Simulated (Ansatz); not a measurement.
# AgB (built on the sites of a database entry of InAg): from the cell to its phonons

Wanted: phonon frequencies of AgB (built on the sites of a database entry of InAg) and what follows from them.

Method: DFT PBEsol, scalar-relativistic, plane waves, PAW, in Ansatz 0.2.0.

This is a report of a sequence of runs, with most program output left out.

The structure was built from a prototype and need not be the compound's stable phase.

## Step 1: Starting point

It takes space group Pm-3m (No. 221, cubic). Conventional cell: a = 3.045 Å, b = 3.045 Å, c = 3.045 Å, α = 90.00°, β = 90.00°, γ = 90.00°. Nearest to B lie 8 Ag at 2.64 Å. Nearest to Ag lie 8 B at 2.64 Å. Farther neighbours are not listed.

## Step 2: Coarse relaxation

A rough relaxation comes first, because large forces or stress need no tight tolerances yet.

Contents of input.yaml:

```yaml
crystal:
  lattice:
    - [3.04475, 0.0, 0.0]
    - [0.0, 3.04475, 0.0]
    - [0.0, 0.0, 3.04475]
  atoms:
    - { symbol: B, position: [0.5, 0.5, 0.5] }
    - { symbol: Ag, position: [0.0, 0.0, 0.0] }
kpoints:
  mp_grid: { grid: [6, 6, 6] }
hamiltonian:
  xc: pbesol
scf:
  occupations: { method: gaussian, width: 0.1 }
output:
  forces: true
  stress: true
  eigenvalues: true
relax:
  adjacent_minimum: "off"
  f_tol: 0.05
  max_steps: 80
  cell: { stress_tol: 0.5 }
```

Started as:

```sh
ansatz run input.yaml --threads 4 --pin off --max-ram 7168MiB --backend cpu --events-out ev --progress --plain --runs-dir out
```

The job ended after 2.9 s (4 threads of Arm Neoverse N1, shared host; peak memory 0.29 GiB; 8.2 s of CPU time).

The steps of the relaxation:

| step | energy less that of the first step (eV) | largest force component (eV/Å) | pressure (GPa) | volume (Å³) |
| --- | --- | --- | --- | --- |
| 1 | 0.0000 | 0.0000 | -16.40 | 28.23 |
| 2 | -0.2893 | 0.0000 | -5.51 | 24.30 |
| 3 | -0.3024 | 0.0000 | 4.14 | 22.70 |
| 4 | -0.3087 | 0.0000 | -0.65 | 23.36 |
| 5 | -0.3090 | 0.0000 | 0.00 | 23.26 |
| 6* | -0.3070 | 0.0000 | -0.06 | 23.26 |

Relaxation steps marked * repeat the geometry before them on a plane-wave basis chosen anew for their cell, so energy and pressure can jump there.

The run keeps the 48 symmetry operations that it works with, so distortions that break them were not tested.

| conventional cell, symmetrised | before | after | change |
| --- | --- | --- | --- |
| a (Å) | 3.045 | 2.855 | -6.2 % |
| b (Å) | 3.045 | 2.855 | -6.2 % |
| c (Å) | 3.045 | 2.855 | -6.2 % |
| volume (Å³/atom) | 14.11 | 11.63 | -17.6 % |

The relaxed structure:

```xyz
2
Lattice="2.8545 0.0000 0.0000 0.0000 2.8545 0.0000 0.0000 0.0000 2.8545" Properties=species:S:1:pos:R:3 pbc="T T T"
B     1.4273    1.4273    1.4273
Ag    0.0000    0.0000    0.0000
```

Numbers from this step:

```yaml
pressure: -0.05527 GPa
volume_per_atom: 11.63 Å³
gap_on_the_k_mesh: 0 eV
```

In this step the volume went from 14.11 to 11.63 Å³/atom.

## Step 3: Relaxation

Harmonic phonons are second derivatives at a point where the forces vanish, and they are wanted at zero stress, so atoms and cell are relaxed first.

Contents of input.yaml:

```yaml
crystal:
  lattice:
    - [2.8545046699, 0.0, 0.0]
    - [0.0, 2.8545046699, 0.0]
    - [0.0, 0.0, 2.8545046699]
  atoms:
    - { symbol: B, position: [0.5, 0.5, 0.5] }
    - { symbol: Ag, position: [0.0, 0.0, 0.0] }
kpoints:
  mp_grid: { grid: [14, 14, 14] }
hamiltonian:
  xc: pbesol
scf:
  occupations: { method: gaussian, width: 0.1 }
output:
  forces: true
  stress: true
  eigenvalues: true
  write_density: true
  write_potential: true
  elf: true
  volumetric_format: npy
relax:
  adjacent_minimum: "off"
  f_tol: 0.005
  max_steps: 80
  cell: { stress_tol: 0.05 }
```

Run time: 5.2 s. Hardware: 4 threads; peak memory 0.35 GiB; 17 s of CPU time.

Relaxation path:

| step | energy less that of the first step (eV) | largest force component (eV/Å) | pressure (GPa) | volume (Å³) |
| --- | --- | --- | --- | --- |
| 1 | 0.0000 | 0.0000 | 1.06 | 23.26 |
| 2 | -0.0004 | 0.0000 | -0.12 | 23.45 |
| 3 | -0.0004 | 0.0000 | 0.00 | 23.43 |
| 4* | -0.0006 | 0.0000 | 0.00 | 23.43 |

Relaxation steps marked * repeat the geometry before them on a plane-wave basis chosen anew for their cell, so energy and pressure can jump there.

The run keeps the 48 symmetry operations that it works with, so distortions that break them were not tested.

| conventional cell, symmetrised | before | after | change |
| --- | --- | --- | --- |
| a (Å) | 2.855 | 2.861 | +0.2 % |
| b (Å) | 2.855 | 2.861 | +0.2 % |
| c (Å) | 2.855 | 2.861 | +0.2 % |
| volume (Å³/atom) | 11.63 | 11.72 | +0.7 % |

Final coordinates:

```xyz
2
Lattice="2.8615 0.0000 0.0000 0.0000 2.8615 0.0000 0.0000 0.0000 2.8615" Properties=species:S:1:pos:R:3 pbc="T T T"
B     1.4307    1.4307    1.4307
Ag    0.0000    0.0000    0.0000
```

Numbers from this step:

* pressure: 0.002166 GPa
* volume per atom: 11.72 Å³

Electrostatic potential energy in the ac plane at fractional y = 0.500, with atoms of B within 0.2 Å of it. With pseudopotentials it is smooth inside the atoms' cores, unlike the true potential.

Ten even steps from '_' (-42 eV) to '@' (18 eV):
```
@@@@@@@@@@@@@@@@@@@@@@@@@@@@@@
@@@@@@@@@@@@@@@@@@@@@@@@@@@@@@
@@@@@@@@@@@@@@%%%%@@@@@@@@@@@@
@@@@@@@@@@%%########%%@@@@@@@@
@@@@@@@@%%##==----==##%%@@@@@@
@@@@@@@@##==..____..==##@@@@@@
@@@@@@%%##--________--##%%@@@@
@@@@@@%%##--________--##%%@@@@
@@@@@@@@##==..____..==##@@@@@@
@@@@@@@@%%##==----==##%%@@@@@@
@@@@@@@@@@%%########%%@@@@@@@@
@@@@@@@@@@@@@@%%%%@@@@@@@@@@@@
@@@@@@@@@@@@@@@@@@@@@@@@@@@@@@
@@@@@@@@@@@@@@@@@@@@@@@@@@@@@@
@@@@@@@@@@@@@@@@@@@@@@@@@@@@@@
```
Columns run along a (2.9 Å; values clipped at the 3rd and 97th percentile), rows up along c (2.9 Å). Atoms in or near the plane, at fractional coordinates: B at (0.50, 0.50).

ELF in the ac plane at fractional y = 0.500, with atoms of B within 0.2 Å of it. It is the smooth field of the valence electrons, not physical close to the nuclei.

Values, 15 rows by 15 columns:
```
0.15 0.16 0.17 0.20 0.23 0.27 0.30 0.32 0.32 0.30 0.27 0.23 0.20 0.17 0.16
0.16 0.17 0.20 0.25 0.31 0.39 0.45 0.48 0.48 0.45 0.39 0.31 0.25 0.20 0.17
0.18 0.20 0.25 0.34 0.45 0.56 0.62 0.64 0.64 0.62 0.56 0.45 0.34 0.25 0.20
0.21 0.23 0.31 0.45 0.60 0.68 0.68 0.65 0.65 0.68 0.68 0.60 0.45 0.31 0.23
0.23 0.27 0.39 0.56 0.68 0.68 0.57 0.44 0.44 0.57 0.68 0.68 0.56 0.39 0.27
0.25 0.30 0.45 0.62 0.68 0.57 0.30 0.11 0.11 0.30 0.57 0.68 0.62 0.45 0.30
0.26 0.32 0.48 0.64 0.65 0.44 0.11 0.01 0.01 0.11 0.44 0.65 0.64 0.48 0.32
0.26 0.32 0.48 0.64 0.65 0.44 0.11 0.01 0.01 0.11 0.44 0.65 0.64 0.48 0.32
0.25 0.30 0.45 0.62 0.68 0.57 0.30 0.11 0.11 0.30 0.57 0.68 0.62 0.45 0.30
0.23 0.27 0.39 0.56 0.68 0.68 0.57 0.44 0.44 0.57 0.68 0.68 0.56 0.39 0.27
0.21 0.23 0.31 0.45 0.60 0.68 0.68 0.65 0.65 0.68 0.68 0.60 0.45 0.31 0.23
0.18 0.20 0.25 0.34 0.45 0.56 0.62 0.64 0.64 0.62 0.56 0.45 0.34 0.25 0.20
0.16 0.17 0.20 0.25 0.31 0.39 0.45 0.48 0.48 0.45 0.39 0.31 0.25 0.20 0.17
0.15 0.16 0.17 0.20 0.23 0.27 0.30 0.32 0.32 0.30 0.27 0.23 0.20 0.17 0.16
0.15 0.15 0.16 0.18 0.21 0.23 0.25 0.26 0.26 0.25 0.23 0.21 0.18 0.16 0.15
```
Columns run along a (2.9 Å), rows up along c (2.9 Å). Atoms in or near the plane, at fractional coordinates: B at (0.50, 0.50).

Valence density in the ac plane at fractional y = 0.500, with atoms of B within 0.2 Å of it. It is the smooth field of the valence electrons, not physical close to the nuclei.

Ten even steps from '_' (0.18 e/Å³) to '@' (0.58 e/Å³):
```
......____________________....
..............................
____....::----====----::....__
____..::--++**####**++--::..__
____..--++%%@@@@@@@@%%++--..__
____..--**@@@@%%%%@@@@**--..__
____..==##@@%%----%%@@##==..__
____..==##@@%%----%%@@##==..__
____..--**@@@@%%%%@@@@**--..__
____..--++%%@@@@@@@@%%++--..__
____..::--++**####**++--::..__
____....::----====----::....__
..............................
......____________________....
......____________________....
```
Columns run along a (2.9 Å), rows up along c (2.9 Å). Atoms in or near the plane, at fractional coordinates: B at (0.50, 0.50).

In this step the volume went from 11.63 to 11.72 Å³/atom.

## Step 4: Tight relaxation

Phonons need a cell at rest on their own settings, so the relaxation is repeated with tight tolerances on forces and stress on the k mesh and occupations of the first response run.

input.yaml, the sections that differ from step 3:

```yaml
crystal:
  lattice:
    - [2.8614831537, 0.0, 0.0]
    - [0.0, 2.8614831537, 0.0]
    - [0.0, 0.0, 2.8614831537]
  atoms:
    - { symbol: B, position: [0.5, 0.5, 0.5] }
    - { symbol: Ag, position: [0.0, 0.0, 0.0] }
kpoints:
  mp_grid: { grid: [16, 16, 16] }
scf:
  occupations: { method: methfessel_paxton, width: 0.2 }
relax:
  adjacent_minimum: "off"
  f_tol: 0.001
  max_steps: 60
  cell: { stress_tol: 0.01 }
# hamiltonian, output: as in step 3
```

Wall time 5.8 s (4 threads); peak memory 0.37 GiB.

Little changed from the start: no atom moved by 0.005 Å and no cell edge by 0.1 %.

This step gave:

```yaml
pressure: -4.04e-4 GPa
volume_per_atom: 11.71 Å³
```

Valence density in the ac plane at fractional y = 0.500, with atoms of B within 0.2 Å of it. It is the smooth field of the valence electrons, not physical close to the nuclei.

Ten even steps from '0' (0.18 e/Å³) to '9' (0.58 e/Å³):
```
111000000000011
111111111111111
001123344332110
001235677653210
001358999985310
001369988996310
001479833897410
001479833897410
001369988996310
001358999985310
001235677653210
001123344332110
111111111111111
111000000000011
111000000000011
```
Columns run along a (2.9 Å), rows up along c (2.9 Å). Atoms in or near the plane, at fractional coordinates: B at (0.50, 0.50).

ELF in the ac plane at fractional y = 0.500, with atoms of B within 0.2 Å of it. It is the smooth field of the valence electrons, not physical close to the nuclei.

Ten even steps from '_' (0.01) to '@' (0.68):
```
::::::::----========----::::::
::::::--==++********++==--::::
::::--==**%%@@@@@@@@%%**==--::
::--==**%%@@@@@@@@@@@@%%**==--
----++%%@@@@%%****%%@@@@%%++--
--==**@@@@%%==....==%%@@@@**==
--==**@@@@**..____..**@@@@**==
--==**@@@@**..____..**@@@@**==
--==**@@@@%%==....==%%@@@@**==
----++%%@@@@%%****%%@@@@%%++--
::--==**%%@@@@@@@@@@@@%%**==--
::::--==**%%@@@@@@@@%%**==--::
::::::--==++********++==--::::
::::::::----========----::::::
::::::::::------------::::::::
```
Columns run along a (2.9 Å), rows up along c (2.9 Å). Atoms in or near the plane, at fractional coordinates: B at (0.50, 0.50).

Electrostatic potential energy in the ac plane at fractional y = 0.500, with atoms of B within 0.2 Å of it. With pseudopotentials it is smooth inside the atoms' cores, unlike the true potential.

Ten even steps from '_' (-42 eV) to '@' (18 eV):
```
@@@@@@@@@@@@@@@@@@@@@@@@@@@@@@
@@@@@@@@@@@@@@@@@@@@@@@@@@@@@@
@@@@@@@@@@@@@@%%%%@@@@@@@@@@@@
@@@@@@@@@@%%########%%@@@@@@@@
@@@@@@@@%%##==----==##%%@@@@@@
@@@@@@@@##==..____..==##@@@@@@
@@@@@@%%##--________--##%%@@@@
@@@@@@%%##--________--##%%@@@@
@@@@@@@@##==..____..==##@@@@@@
@@@@@@@@%%##==----==##%%@@@@@@
@@@@@@@@@@%%########%%@@@@@@@@
@@@@@@@@@@@@@@%%%%@@@@@@@@@@@@
@@@@@@@@@@@@@@@@@@@@@@@@@@@@@@
@@@@@@@@@@@@@@@@@@@@@@@@@@@@@@
@@@@@@@@@@@@@@@@@@@@@@@@@@@@@@
```
Columns run along a (2.9 Å; values clipped at the 3rd and 97th percentile), rows up along c (2.9 Å). Atoms in or near the plane, at fractional coordinates: B at (0.50, 0.50).

The forces vanish by symmetry and the pressure is 0.000 GPa, within the tolerances set. The cell now holds 11.71 Å³/atom.

## Step 5: Linear response at the zone centre

The zone centre comes first: it holds the modes that light can see, as far as symmetry allows. No field response is asked, since the mesh shows no gap.

input.yaml, the sections that differ from step 4:

```yaml
crystal:
  lattice:
    - [2.8609203463, 0.0, 0.0]
    - [0.0, 2.8609203463, 0.0]
    - [0.0, 0.0, 2.8609203463]
  atoms:
    - { symbol: B, position: [0.5, 0.5, 0.5] }
    - { symbol: Ag, position: [0.0, 0.0, 0.0] }
output:
  eigenvalues: true
phonons:
  method: dfpt
# kpoints, hamiltonian, scf: as in step 4
# relax: removed
```

Elapsed: 16 s, on 4 threads; peak memory 0.65 GiB.

Numbers from this step:

- sum-rule residual before enforcement: 8.71e-6 eV/Å²
- point group: m-3m
- highest optical mode at the zone centre (no LO-TO term): 187.5 cm⁻¹
- lowest optical zone-centre mode: 187.5 cm⁻¹

Patterns of degenerate modes are one choice out of their space. Modes at Γ, with each element's share of the kinetic energy:

| mode | frequency (cm⁻¹) | symmetry | B % | Ag % |
| --- | --- | --- | --- | --- |
| 1 | 0.0 | acoustic | 9 | 91 |
| 2 | 0.0 | acoustic | 9 | 91 |
| 3 | 0.0 | acoustic | 9 | 91 |
| 4 | 187.5 | T1u | 91 | 9 |
| 5 | 187.5 | T1u | 91 | 9 |
| 6 | 187.5 | T1u | 91 | 9 |

Displacements in mode 4 (187.5 cm⁻¹), the largest set to 1:
```
B1   0.00  1.00  0.00
Ag2  0.00 -0.10  0.00
```

Before it was imposed, the acoustic sum rule was missed by 8.7e-6 eV/Å². Small misses are needed for a sound result but don't prove that mesh and cutoff are converged. The lowest optical mode is real, 188 cm⁻¹.

## Step 6: The dispersion

Stability and thermal properties need the whole zone. Linear response on a 4×4×4 q mesh gives force constants as far as a supercell of that size would.

input.yaml, as its differences from that of step 5:

```diff
@@ -18 +18,8 @@
   method: dfpt
+  qmesh: [4, 4, 4]
+  temperatures: { t_max: 1000, t_step: 50 }
+  qpath:
+    path:
+      - [[0.0, 0.0, 0.0], [0.0, 0.5, 0.0], [0.5, 0.5, 0.0], [0.0, 0.0, 0.0], [0.5, 0.5, 0.5], [0.0, 0.5, 0.0]]
+      - [[0.5, 0.5, 0.5], [0.5, 0.5, 0.0]]
+    npoints: 10
```

Elapsed: 8.6 min, on 4 threads; peak memory 2 GiB.

This step gave:

* sum-rule residual before enforcement: 9.23e-6 eV/Å²
* lowest frequency on the path: -141.7 cm⁻¹
* highest frequency on the path or at a solved wavevector: 304.7 cm⁻¹
* lowest mode on the q mesh (acoustic modes at Γ apart): -141.7 cm⁻¹

Frequencies (cm⁻¹) solved at each irreducible wavevector; negative means imaginary. Frequencies by wavevector, by row:

| q in reciprocal lattice units | star | mode 1 | mode 2 | mode 3 | mode 4 | mode 5 | mode 6 |
| --- | --- | --- | --- | --- | --- | --- | --- |
| 0 0 0 | 1 | 0 | 0 | 0 | 187.5 | 187.5 | 187.5 |
| 0 0 0.25 | 6 | -12.4 | -12.4 | 119.3 | 190.3 | 190.3 | 217.5 |
| 0 0 -0.5 | 3 | 40.1 | 40.1 | 168.1 | 187.8 | 187.8 | 274.4 |
| 0 0.25 0.25 | 12 | 42.4 | 52.3 | 118.7 | 206.6 | 215.7 | 238.4 |
| 0 0.25 -0.5 | 12 | 64.5 | 91.6 | 113.1 | 228.3 | 238.4 | 239.4 |
| 0 -0.5 -0.5 | 3 | -54 | -54 | 67.5 | 235.9 | 235.9 | 250.3 |
| 0.25 0.25 0.25 | 8 | -21.3 | -21.3 | 116.2 | 195.3 | 195.3 | 304.7 |
| 0.25 0.25 -0.5 | 12 | -49.1 | 110.5 | 113.5 | 156.4 | 189.9 | 266.5 |
| 0.25 -0.5 -0.5 | 6 | -112.7 | -112.7 | 117.3 | 181.8 | 192.3 | 192.3 |
| -0.5 -0.5 -0.5 | 1 | -141.7 | -141.7 | -141.7 | 148.7 | 148.7 | 148.7 |

Interpolated from a 4×4×4 q mesh. Phonon branches along the path, in cm⁻¹:

| point | branch 1 | branch 2 | branch 3 | branch 4 | branch 5 | branch 6 |
| --- | --- | --- | --- | --- | --- | --- |
| Γ | 0 | 0 | 0 | 188 | 188 | 188 |
| halfway | -12 | -12 | 119 | 190 | 190 | 218 |
| X | 40 | 40 | 168 | 188 | 188 | 274 |
| halfway | 64 | 92 | 113 | 228 | 238 | 239 |
| M | -54 | -54 | 68 | 236 | 236 | 250 |
| halfway | 42 | 52 | 119 | 207 | 216 | 238 |
| Γ | 0 | 0 | 0 | 188 | 188 | 188 |
| halfway | -21 | -21 | 116 | 195 | 195 | 305 |
| R | -142 | -142 | -142 | 149 | 149 | 149 |
| halfway | -49 | 110 | 114 | 156 | 190 | 266 |
| X | 40 | 40 | 168 | 188 | 188 | 274 |
| jump to R | -142 | -142 | -142 | 149 | 149 | 149 |
| halfway | -113 | -113 | 117 | 182 | 192 | 192 |
| M | -54 | -54 | 68 | 236 | 236 | 250 |

Tetrahedra on a 24×24×24 mesh, mean over bins of 5 cm-1. Interpolated from a 4×4×4 q mesh. Phonon density of states against wavenumber; read off at these points:

wavenumber (cm⁻¹), phonon density of states (1/cm⁻¹/cell) and a bar:
```
     -142     0.0002 
     -128     0.0028 #
     -112     0.0036 ##
      -98     0.0041 ##
      -82     0.0043 ##
      -62     0.0046 ##
      -48     0.0045 ##
      -32     0.0033 ##
      -18     0.0032 ##
       -2     0.0053 ###
       12     0.0081 ####
       28     0.0140 #######
       42     0.0206 ##########
       58     0.0242 ############
       68     0.0333 #################
       72     0.0254 #############
       92     0.0106 #####
      108     0.0159 ########
      118     0.0325 ################
      122     0.0309 ###############
      138     0.0111 ######
      152     0.0068 ###
      168     0.0075 ####
      182     0.0143 #######
      188     0.0602 ##############################
      198     0.0346 #################
      212     0.0299 ###############
      228     0.0283 ##############
      248     0.0251 #############
      262     0.0175 #########
      278     0.0079 ####
      292     0.0036 ##
      308     0.0000
```

The partial phonon density of states has structure finer than the step of the table below, so its rows give means over 20 cm⁻¹, whole bins alone (the curve runs from -149 to 322 cm⁻¹). Peaks (cm⁻¹: height): Ag 67.3: 0.0294, 120.7: 0.0277, 188.9: 0.00998; B 188.9: 0.0461, 251.2: 0.0239.

Phonopy on the run's constants, 19x19x19 mesh, Gaussian sigma 3.4 cm-1. Interpolated from a 4×4×4 q mesh. Table of partial phonon density of states by wavenumber; means over each step; values in 1/cm⁻¹/cell:

| wavenumber (cm⁻¹) | Ag | B |
| --- | --- | --- |
| -120 | 5.6e-4 | 0.00265 |
| -100 | 0.00113 | 0.00299 |
| -80 | 0.00160 | 0.00260 |
| -60 | 0.00222 | 0.00248 |
| -40 | 0.00248 | 0.00244 |
| -20 | 0.00281 | 0.00191 |
| 0 | 0.00274 | 5.6e-4 |
| 20 | 0.00856 | 0.00233 |
| 40 | 0.0152 | 0.00346 |
| 60 | 0.0231 | 0.00331 |
| 80 | 0.0163 | 0.00233 |
| 100 | 0.0116 | 0.00194 |
| 120 | 0.0218 | 0.00278 |
| 140 | 0.00799 | 0.00191 |
| 160 | 0.00437 | 0.00278 |
| 180 | 0.00618 | 0.0169 |
| 200 | 0.00774 | 0.0295 |
| 220 | 0.00708 | 0.0216 |
| 240 | 0.00373 | 0.0181 |
| 260 | 0.00185 | 0.0173 |
| 280 | 6.8e-4 | 0.00734 |
| 300 | 1.0e-4 | 0.00180 |

Second derivatives of the energy by pair, one row for each kind of neighbour of each atom listed. Each entry sums the pair over the periodic images of the supercell that the q mesh stands for, and in a polar crystal it holds the long-range dipole part too. Force constants by pair, by row:

| atom | neighbour | distance (Å) | third of the trace (eV/Å²) | along the pair's line (eV/Å²) |
| --- | --- | --- | --- | --- |
| B1 | itself | 0 | 1.533 | – |
| B1 | Ag | 2.478 | -0.1946 | -1.104 |
| B1 | B | 2.861 | 0.1281 | 0.1785 |
| B1 | B | 4.046 | -0.1071 | -0.3404 |
| B1 | Ag | 4.744 | 0.0226 | 0.0223 |
| B1 | B | 4.955 | 0.0163 | 0.0503 |
| B1 | B | 5.722 | -0.0674 | -0.2094 |
| B1 | Ag | 6.235 | -0.0118 | -0.0314 |
| B1 | B | 6.397 | 0.013 | 0.0382 |
| Ag2 | itself | 0 | 5.602 | – |
| Ag2 | B | 2.478 | -0.1946 | -1.104 |
| Ag2 | Ag | 2.861 | -0.6604 | -2.103 |
| Ag2 | Ag | 4.046 | -0.0615 | -0.2247 |
| Ag2 | B | 4.744 | 0.0226 | 0.0223 |
| Ag2 | Ag | 4.955 | 0.0142 | 0.0847 |
| Ag2 | Ag | 5.722 | -0.0363 | -0.136 |
| Ag2 | B | 6.235 | -0.0118 | -0.0314 |
| Ag2 | Ag | 6.397 | -4.00e-4 | 0.0022 |

Symmetry leaves 10 wavevectors to solve. The lowest mode among them, the acoustic zeros apart, lies at q = (-0.5, -0.5, -0.5) and is imaginary, 141.7i cm⁻¹, so the energy falls along it.

## Step 7: Outcome

```json
{"space group after relaxation (within 0.01 Å)": "Pm-3m", "volume per atom": "11.7 Å³", "electronic character": "no gap on this mesh", "highest optical mode at the zone centre (no LO-TO term)": "188 cm⁻¹", "lowest optical zone-centre mode": "188 cm⁻¹", "lowest mode on the q mesh (acoustic modes at Γ apart)": "-142 cm⁻¹", "highest frequency on the path or at a solved wavevector": "305 cm⁻¹", "imaginary modes on the 4×4×4 q mesh": "yes"}
```

In words: Modes are clearly imaginary (beyond 10i cm⁻¹) at 6 of the 10 irreducible wavevectors, most at q = (-0.5, -0.5, -0.5) (141.7i cm⁻¹), so this structure is not a minimum of the energy. The optical modes at Γ form one degenerate level at 188 cm⁻¹. The highest mode in this list at Γ, 187.5 cm⁻¹, is mostly motion of B (91 % of the kinetic energy). With no gap, or one that is small against the smearing, the frequencies hang on the k mesh and the smearing, most of all near Kohn anomalies. The starting cell was built on a prototype and not taken from a measurement, so the phase need not exist. These are harmonic frequencies at zero temperature: anharmonic shifts, linewidths and thermal expansion are left out.

[Logs are printed without paths, hosts, clocks, repeated set-up lines and the standing remarks that a program may print on its own settings, such as how far it seeks lower states.]

[Hosts, paths, dates, database ids (printed as entryN), source tags and the programs' standing remarks are cut or masked in the printed files.]
